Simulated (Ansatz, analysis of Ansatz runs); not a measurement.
# A hop of H in MgH2 (Pbcn): barrier against cell size

Aim: the barrier of one jump in MgH2 (Pbcn) (V_H hop (2.5 Å), charge +1) in cells of several sizes and samplings, and what each costs. The smallest model is a cell of 48 host atoms with 1 H taken out.

Main program and level: Ansatz 0.2.0; plane-wave PAW DFT, PBEsol; nudged elastic band between two relaxed defect structures at fixed charge in a uniform background.

### Step 1. The starting structure

The cell holds 47 atoms: 16 Mg and 31 H. Its edges and angles: a = 8.549 Å, b = 8.549 Å, c = 8.549 Å, α = 116.9°, β = 101.8°, γ = 110.1°. It derives from MgH2 (space group Pbcn). Nearest the centre at fractional (0.499, 0.750, 0.750): H24 at 1.09 Å, Mg16 at 1.74 Å, Mg6 at 1.76 Å, H38 at 2.29 Å, H28 at 2.37 Å, H20 at 2.43 Å, H45 at 2.48 Å, H25 at 2.94 Å. The cell carries charge +1.

The cell's shortest repeat is 8.5 Å.

### Step 2. The band in the smallest cell

In each cell both ends are relaxed first and a climbing-image band joins them. Strain fields of neighbouring copies, and their charges if any, can act otherwise on the top of the path than on its ends, so the barrier may drift with size.

qp1_c48k1s.neb/input.yaml

```yaml
crystal:
  lattice:
    - [-4.47603151, 5.39366888, 4.89464524]
    - [4.47603151, -5.39366888, 4.89464524]
    - [4.47603151, 5.39366888, -4.89464524]
  atoms:
    - { symbol: Mg, position: [0.28833188, 0.12820415, 0.66278009] }
    - { symbol: Mg, position: [0.28705614, 0.62797011, 0.17588286] }
    - { symbol: Mg, position: [0.77503697, 0.1173246, 0.15963353] }
    - { symbol: Mg, position: [0.79302579, 0.62961203, 0.66212269] }
    - { symbol: Mg, position: [0.46100264, 0.12672376, 0.33876175] }
    - { symbol: Mg, position: [0.4729585, 0.62842751, 0.87077295] }
    - { symbol: Mg, position: [0.96494429, 0.12600487, 0.82896886] }
    - { symbol: Mg, position: [0.96096796, 0.62311815, 0.33847299] }
    - { symbol: Mg, position: [0.17920004, 0.33444475, 0.29495099] }
    - { symbol: Mg, position: [0.21288777, 0.87692143, 0.83833208] }
    - { symbol: Mg, position: [0.71392817, 0.38467645, 0.83653455] }
    - { symbol: Mg, position: [0.71493942, 0.87680587, 0.34443543] }
    - { symbol: Mg, position: [0.04414406, 0.38270382, 0.66447791] }
    - { symbol: Mg, position: [0.03623946, 0.86801371, 0.16273815] }
    - { symbol: Mg, position: [0.5393542, 0.37693116, 0.16482846] }
    - { symbol: Mg, position: [0.55332126, 0.91615295, 0.6789778] }
    - { symbol: H, position: [0.16542783, 0.08213434, 0.81693146] }
    - { symbol: H, position: [0.16814999, 0.57730798, 0.33311122] }
    - { symbol: H, position: [0.65502156, 0.07134357, 0.31275145] }
    - { symbol: H, position: [0.65364047, 0.5758058, 0.80247806] }
    - { symbol: H, position: [0.09907458, 0.40859478, 0.91997889] }
    - { symbol: H, position: [0.08766102, 0.90265389, 0.41855745] }
    - { symbol: H, position: [0.58338362, 0.40806579, 0.4218666] }
    - { symbol: H, position: [0.58205621, 0.88547001, 0.89705946] }
    - { symbol: H, position: [0.2744859, 0.35480683, 0.67738971] }
    - { symbol: H, position: [0.26475028, 0.84583627, 0.18859274] }
    - { symbol: H, position: [0.76215447, 0.34395909, 0.18410983] }
    - { symbol: H, position: [0.75612311, 0.84706967, 0.68021699] }
    - { symbol: H, position: [0.48849812, 0.16758788, 0.58418628] }
    - { symbol: H, position: [0.48610036, 0.66846394, 0.10126123] }
    - { symbol: H, position: [0.96388225, 0.15160524, 0.06203527] }
    - { symbol: H, position: [0.990862, 0.67044614, 0.58417183] }
    - { symbol: H, position: [0.00965434, 0.31857021, 0.40975766] }
    - { symbol: H, position: [0.01384785, 0.83034669, 0.91902559] }
    - { symbol: H, position: [0.5153471, 0.3400814, 0.91970851] }
    - { symbol: H, position: [0.51454769, 0.82705888, 0.42422869] }
    - { symbol: H, position: [0.23132422, 0.14849239, 0.31460014] }
    - { symbol: H, position: [0.2459633, 0.65690568, 0.81106321] }
    - { symbol: H, position: [0.75273798, 0.17552442, 0.82740507] }
    - { symbol: H, position: [0.73850871, 0.65538467, 0.32363702] }
    - { symbol: H, position: [0.41469277, 0.097027, 0.08310833] }
    - { symbol: H, position: [0.91770989, 0.10229516, 0.58202053] }
    - { symbol: H, position: [0.91428277, 0.59284684, 0.08397544] }
    - { symbol: H, position: [0.33808813, 0.41974203, 0.19070161] }
    - { symbol: H, position: [0.3389113, 0.92237258, 0.68431747] }
    - { symbol: H, position: [0.84112509, 0.42428744, 0.6836989] }
    - { symbol: H, position: [0.82497179, 0.90505822, 0.17146782] }
total_charge: 1
basis:
  ecutwfc: 420
  xc_grid: 2
hamiltonian:
  xc: pbesol
kpoints:
  mp_grid: { grid: [1, 1, 1], shift: [0.25, 0.25, 0.25] }
scf:
  occupations: { method: fixed }
  max_iter: 150
output:
  forces: true
neb:
  images: 3
  f_tol: 0.04
  climbing: true
  initial_path: idpp
  max_iterations: 45
  order_check: false
  final_atoms:
    - { symbol: Mg, position: [0.28832478, 0.11706899, 0.66762313] }
    - { symbol: Mg, position: [0.28744365, 0.62499395, 0.15971626] }
    - { symbol: Mg, position: [0.82352993, 0.16788918, 0.20965742] }
    - { symbol: Mg, position: [0.789441, 0.62489521, 0.66576247] }
[... 1 atom line left out ...]
    - { symbol: Mg, position: [0.44928145, 0.58529439, 0.82504856] }
[... 3 atom lines left out ...]
    - { symbol: Mg, position: [0.20939688, 0.8722023, 0.84230674] }
[... 5 atom lines left out ...]
    - { symbol: Mg, position: [0.52963336, 0.87365055, 0.63359904] }
[... 3 atom lines left out ...]
    - { symbol: H, position: [0.66401041, 0.57967113, 0.82020953] }
[... 3 atom lines left out ...]
    - { symbol: H, position: [0.42036527, 0.61644502, 0.60739334] }
    - { symbol: H, position: [0.24956669, 0.3261814, 0.67652246] }
[... 2 atom lines left out ...]
    - { symbol: H, position: [0.75651081, 0.84504305, 0.6933412] }
[... 7 atom lines left out ...]
    - { symbol: H, position: [0.51649364, 0.83339668, 0.40301342] }
[... 1 atom line left out ...]
    - { symbol: H, position: [0.24606373, 0.65433373, 0.82327192] }
[... 6 atom lines left out ...]
    - { symbol: H, position: [0.34839441, 0.92562601, 0.70121131] }
[... 1 atom line left out ...]
    - { symbol: H, position: [0.83460676, 0.92523833, 0.17153625] }
```

Launch:

```sh
$ ansatz run input.yaml --threads 4 --pin off --max-ram 14131MiB --backend cpu --events-out ev --progress --plain --runs-dir out
```

Numbers of over 12 decimals in the logs are rounded to 6 here.

Log:

```text
[... repeated set-up lines and file paths are left out, and long positions are rounded to six places ...]
Warning: neb: disabling space-group detection — the band's intermediate images generally break the endpoint symmetry, so the full k-mesh is solved, and no spatial operation symmetrises the density, except that a semilocal band can use its path's symmetry [...]
Engine: ansatz 0.2.0, aarch64-unknown-linux-gnu
Pseudopotentials: kind: paw
Pseudopotential: Mg, paw, valence charge 10, recommended cutoff 420 eV (normal), Mg.paw.azcp
Pseudopotential: H, paw, valence charge 1, recommended cutoff 420 eV (normal), H.paw.azcp
Functional definition: PBEsol
  exchange = pbesol_x
  correlation = pbesol_c
parallel-image band execution: 3 concurrent image workers
NEB image 0
Crystal: 47 atoms, lattice volume = 472.671 Å³
Basis set: ecut = 420 eV, 9249 PW (Γ), exchange–correlation on 120×120×120 points (8 copies of the dense FFT grid, shifted against one another)
Bands: 142, of which v1, the nominal top of the filled ones, is band 95 counted from 1 (94 counted from 0)
Symmetry: 1 space group operations
k-points: 1
Non-local potential: Mg, projectors of the file, l = 0: 3, l = 1: 2, l = 2: 1
Non-local potential: H, projectors of the file, l = 0: 2, l = 1: 1
PAW form: soft (Blöchl's): semilocal exchange-correlation on the pseudo side does not see the compensation charge
PAW frozen core: Mg, regenerated for the run's functional, and the local potential with it (the file was generated under x = pbe(κ = 0.804, μ = 0.219515), c = pbe(β = 0.066725))
PAW one-centre angular grid: Mg, 110 points (default); XC on 64 Gauss nodes
PAW one-centre angular grid: H, 110 points (default); XC on 64 Gauss nodes
Initial density: superposition of atomic densities (neutral atoms scaled as one to the charged cell's electrons: chi_scale 0, normalization atom), corrected by the library's trained network
Initial wavefunctions: pseudopotential atomic-orbital guess
Functional: x = pbesol(κ = 0.804, μ = 0.123457), c = pbesol(β = 0.046)
SCF iter   1: F=—  HF=-31091.193635 eV  |F-HF|=—  |Δ(HF+E_count)|=         —  Δρ=1.38e-2  dr2=7.28e-1  ethr=1.77e-3  ⟨swp⟩=5.0  Hψ=416  notcnv=0  defer=45
preconditioner: auto → Resta (q_TF=auto, 2.344 Å⁻¹)  ε∞=2.7  [insulator: Δε(μ)=3.382 eV  Ē_g=10.340 eV  n_scr=104 (ndim 8)  ℏωp=13.4 eV  f_vac=0.001  ε∞_Penn≈2.7]
SCF iter   2: F=—  HF=-31090.926740 eV  |F-HF|=—  |Δ(HF+E_count)|=   2.67e-1  Δρ=6.08e-3  dr2=1.70e-1  ethr=3.83e-4  ⟨swp⟩=2.0  Hψ=154  notcnv=0  defer=43
SCF iter   3: F=—  HF=-31090.852685 eV  |F-HF|=—  |Δ(HF+E_count)|=   7.41e-2  Δρ=7.78e-4  dr2=3.56e-3  ethr=8.97e-5  ⟨swp⟩=2.0  Hψ=139  notcnv=0  defer=43
[...]
atom  10  Mg     0.00949309     0.00106668    -0.00316959
  [... 5 atoms left out ...]
  atom  16  Mg    -0.00172219    -0.01376533     0.00118471
  [... 3 atoms left out ...]
  atom  20  H     -0.00146922    -0.00166676    -0.00207807
  [... 3 atoms left out ...]
  atom  24  H      0.00302653     0.00706427    -0.01459874
  atom  25  H     -0.00181188    -0.00237573    -0.00957414
  [... 2 atoms left out ...]
  atom  28  H      0.00557139    -0.00187044     0.00396050
  [... 9 atoms left out ...]
  atom  38  H      0.00292453    -0.00569053     0.00417326
  [... 6 atoms left out ...]
  atom  45  H     -0.00307020     0.00737714     0.00265696
  [... 2 atoms left out ...]
  max |Σ_I F_I| component: 7.14e-6 eV/Å
--- Band table (eV) ---
  k-point 0: bands = ["-71.4811", "-71.4783", "-71.0847", "-71.0839", [... 134 left out ...] "13.0667", "13.1713", "13.2837", "13.4220"]
this run last wrote the band of iteration 5 to <dir>; this run last wrote the band within `neb.f_tol` of iteration 4 to <dir>
--- NEB band (5 images, 5 band iterations, 88 SCF iterations) ---
  forward barrier  = 0.396492 eV
  backward barrier = 0.396345 eV
  climbing image's point = of an order that was not read
  energies are F+E_penalty+E_count in eV, relative to image 0
  image     s (Å)  Δ vs image 0  max|band force component| (eV/Å)
      0    0.0000      0.000000                                 —
      1    0.6494      0.216609                          2.608e-2
  *   2    1.3043      0.396492                          1.461e-2
      3    1.9573      0.217684                          3.805e-2
      4    2.6073      0.000147                                 —
  climbing-image geometry (image 2):
  cell:  # Å, volume = 472.6706 Å³
    - [-4.47603151, 5.39366888, 4.89464524]
    - [4.47603151, -5.39366888, 4.89464524]
    - [4.47603151, 5.39366888, -4.89464524]
  atoms:
    - { symbol: Mg, position: [0.285708, 0.123348, 0.664615] }
    - { symbol: Mg, position: [0.285151, 0.626742, 0.165257] }
    - { symbol: Mg, position: [0.802772, 0.147449, 0.191984] }
    - { symbol: Mg, position: [0.789995, 0.631450, 0.667621] }
    - { symbol: Mg, position: [0.462290, 0.127022, 0.340857] }
    - { symbol: Mg, position: [0.465044, 0.602938, 0.853659] }
    - { symbol: Mg, position: [0.960881, 0.118600, 0.830500] }
    - { symbol: Mg, position: [0.965913, 0.631236, 0.343504] }
[...]
- { symbol: Mg, position: [0.041053, 0.383450, 0.673480] }
    - { symbol: Mg, position: [0.036846, 0.870622, 0.161291] }
    - { symbol: Mg, position: [0.540422, 0.375005, 0.163643] }
    - { symbol: Mg, position: [0.536854, 0.899749, 0.650430] }
    - { symbol: H, position: [0.166124, 0.083387, 0.822777] }
    - { symbol: H, position: [0.178684, 0.590433, 0.339511] }
    - { symbol: H, position: [0.657926, 0.074933, 0.312219] }
    - { symbol: H, position: [0.667485, 0.576184, 0.818835] }
    - { symbol: H, position: [0.087832, 0.399961, 0.922786] }
    - { symbol: H, position: [0.083163, 0.907374, 0.417904] }
    - { symbol: H, position: [0.582833, 0.408448, 0.423242] }
    - { symbol: H, position: [0.502104, 0.751271, 0.751809] }
[...]
- { symbol: H, position: [0.344462, 0.426737, 0.191726] }
    - { symbol: H, position: [0.334239, 0.925676, 0.685404] }
    - { symbol: H, position: [0.835841, 0.418586, 0.681487] }
    - { symbol: H, position: [0.824300, 0.911722, 0.165132] }
[key lines of the parts left out:]
SCF converged after 5 iterations
Free energy (F): -31090.456405 eV
Fermi energy:    2.125302 eV
```

Run time: 35 s. Hardware: 4 threads of Arm Neoverse V2, shared host; peak memory 1.4 GiB.

In the SCF lines HF is the Harris–Foulkes energy and dr2 the Hartree energy of the density residual, in eV; the loop may stop once dr2 is under the threshold and the program's other checks hold. Hψ counts applications of the Hamiltonian.

Images along the path:

```
image  path (Å)  energy (eV)     H24: x, y, z (Å)
    0     0.000       0.0000  5.373, 3.202, 2.792
    1     0.649       0.2166  4.955, 2.999, 2.658
    2     1.304       0.3965  4.480, 2.711, 2.455
    3     1.957       0.2177  4.000, 2.433, 2.255
    4     2.607       0.0001  3.596, 2.218, 2.102
```

### Step 3. The series

The other cells are run alike, on 4 threads of Arm Neoverse V2, shared host.

```csv
host atoms,shortest repeat (Å),k-points,forward (eV),backward (eV),hop length (Å),iterations,time of the band,peak memory (GiB)
48,8.6,"one point at (¼, ¼, ¼)",0.397,0.396,2.15,5,35 s,1.4
96,8.9,"one point at (¼, ¼, ¼)",0.368,0.368,2.25,4,2.2 min,3.8
192,13.3,"one point at (¼, ¼, ¼)",0.354,0.354,2.24,4,13 min,8.8
```

Energies along each band (eV from the start):

```csv
host atoms,k-points,energies
48,"one point at (¼, ¼, ¼)","0.000, 0.217, 0.396, 0.218, 0.000"
96,"one point at (¼, ¼, ¼)","0.000, 0.207, 0.368, 0.207, 0.000"
192,"one point at (¼, ¼, ¼)","0.000, 0.200, 0.354, 0.201, 0.000"
```

### Step 4. Results

| Quantity | Value |
| --- | --- |
| barrier, 48 atoms, one point at (¼, ¼, ¼) | 0.397 eV |
| barrier, 96 atoms, one point at (¼, ¼, ¼) | 0.368 eV |
| barrier, 192 atoms, one point at (¼, ¼, ¼) | 0.354 eV |

**Reading.** The largest cell gives a barrier of 0.35 eV and the first set-up 0.40 eV; over the series the values spread by 0.04 eV. The last two differ by 0.014 eV, and the values run one way, so the series seems to settle. From 48 atoms on it stays within 0.05 eV of the last value, at 4.5 % of the last band's time. One k-point samples cells of unlike shape differently, so the spread mixes size with sampling. The time of one iteration grows about as the number of atoms to the power 2.4, on shared hosts. No image-charge correction is applied. The order of the top as a saddle was not checked for all atoms, so a bent path could be lower. Keep in mind: one k-point off the zone centre stands for the whole zone.

[Logs are printed without paths, hosts, clocks, repeated set-up lines and the standing remarks that a program may print on its own settings, such as how far it seeks lower states.]

[Hosts, paths, dates, database ids (printed as entryN), source tags and the programs' standing remarks are cut or masked in the printed files.]
